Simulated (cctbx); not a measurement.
**Occupancies in TbGa2C2**

Cell a = 5.9360 Å, b = 5.9360 Å, c = 3.9970 Å, α = 90.00°, β = 90.00°, γ = 90.00°; space group P4/mbm (no. 127); nominal formula TbGa2C2.

The data are simulated with cctbx, not measured: Mo Kα, λ = 0.71073 Å, to d = 0.8 Å, 95 % of the full sphere, strongest reflection 20000 counts, noise from counting, a 4 % proportional error and a noise floor of 2 counts (s.d.); no absorption.

With every site full:

```text
Rint 0.033, 95 unique reflections to 0.81 A
cycle     R1     wR2    GooF  max shift (A)
   1  0.3507  0.7179  42.589   0.07625
   2  0.2082  0.4562  27.061   0.00000
final R1 0.2082 wR2 0.4562 GooF 27.061  parameters 10  data/parameter 9.5
atom        x        y        z      Ueq    occ   su(xyz)  su(Uiso or U11)
Tb1    0.50000  0.50000  0.00000   0.0007  1.000  0.00000  0.0046
Ga2    0.86544  0.63456  0.50000  -0.0243  1.000  0.00088  0.0043  NPD
C1     0.67558  0.82442  0.50000   0.0561  1.000  0.01531  0.1084  NPD
difference map: max 55.93 min -6.72 rms 4.68
Q1    0.0000  0.0000  0.0000    2   55.93  0.00 A from Tb1
Q2    0.1540  0.3460  0.5000    4   36.11  0.16 A from Ga2
Q3    0.1639  0.6639  0.5000    4    7.77  0.10 A from C1
Q4    0.1000  0.6000  0.4000    8    3.44  0.75 A from C1
Q5    0.0000  0.0000  0.5000    2    2.45  2.00 A from Tb1
Q6    0.0551  0.8524  0.1657   16    2.02  1.15 A from Tb1
```

With the occupancies of the suspect sites free, each still typed as its main element:

```text
Rint 0.033, 95 unique reflections to 0.81 A
cycle     R1     wR2    GooF  max shift (A)
   1  0.3328  0.6925  41.572   0.10272
   3  0.0080  0.0153   0.920   0.00001
final R1 0.0080 wR2 0.0153 GooF 0.920  parameters 12  data/parameter 7.9
atom        x        y        z      Ueq    occ   su(xyz)  su(Uiso or U11)
Tb1    0.50000  0.50000  0.00000   0.0036  0.785  0.00000  0.0001
Ga2    0.86454  0.63546  0.50000   0.0037  1.205  0.00003  0.0001
C1     0.66588  0.83412  0.50000   0.0184  1.000  0.00045  0.0017
su of occupancy Tb1: 0.018
su of occupancy Ga2: 0.028
difference map: max 0.28 min -0.45 rms 0.12
Q1    0.0207  0.1147  0.3324   16    0.30  1.50 A from Tb1
Q2    0.0000  0.5000  0.1591    4    0.28  1.77 A from Ga2
Q3    0.0110  0.3031  0.2436   16    0.28  1.32 A from Ga2
Q4    0.1527  0.3473  0.2557    8    0.27  0.99 A from Ga2
Q5    0.1204  0.6204  0.3363    8    0.26  0.76 A from C1
Q6    0.1887  0.6887  0.1943    8    0.25  1.24 A from C1
```

**Question.** What is the disorder?

X-rays count electrons. Tb1 refines to 0.785(0.018), or 51.0 electrons; the site truly holds 0.6 Tb and 0.4 Ga, 51.4 electrons, which is 0.791 of Tb; Ga2 refines to 1.205(0.028), or 37.4 electrons; the site truly holds 0.8 Ga and 0.2 Tb, 37.8 electrons, which is 1.219 of Ga. A value under 1 can't tell vacancies from a lighter guest, and one over 1 needs a heavier guest; chemistry or a second radiation must settle which. Occupancy correlates with U and the scale, and the two elements' form factors differ in shape, so the match is approximate.

Freeing them takes R1 from 0.2082 to 0.0080 and GooF from 27.06 to 0.92.

The model is made up (kin elements in a known structure type, no relaxation), so it says nothing on whether the phase exists.

[Middle refinement cycles are left out of these outputs.]

[Logs are printed without paths, hosts, clocks, repeated set-up lines and the standing remarks that a program may print on its own settings, such as how far it seeks lower states.]
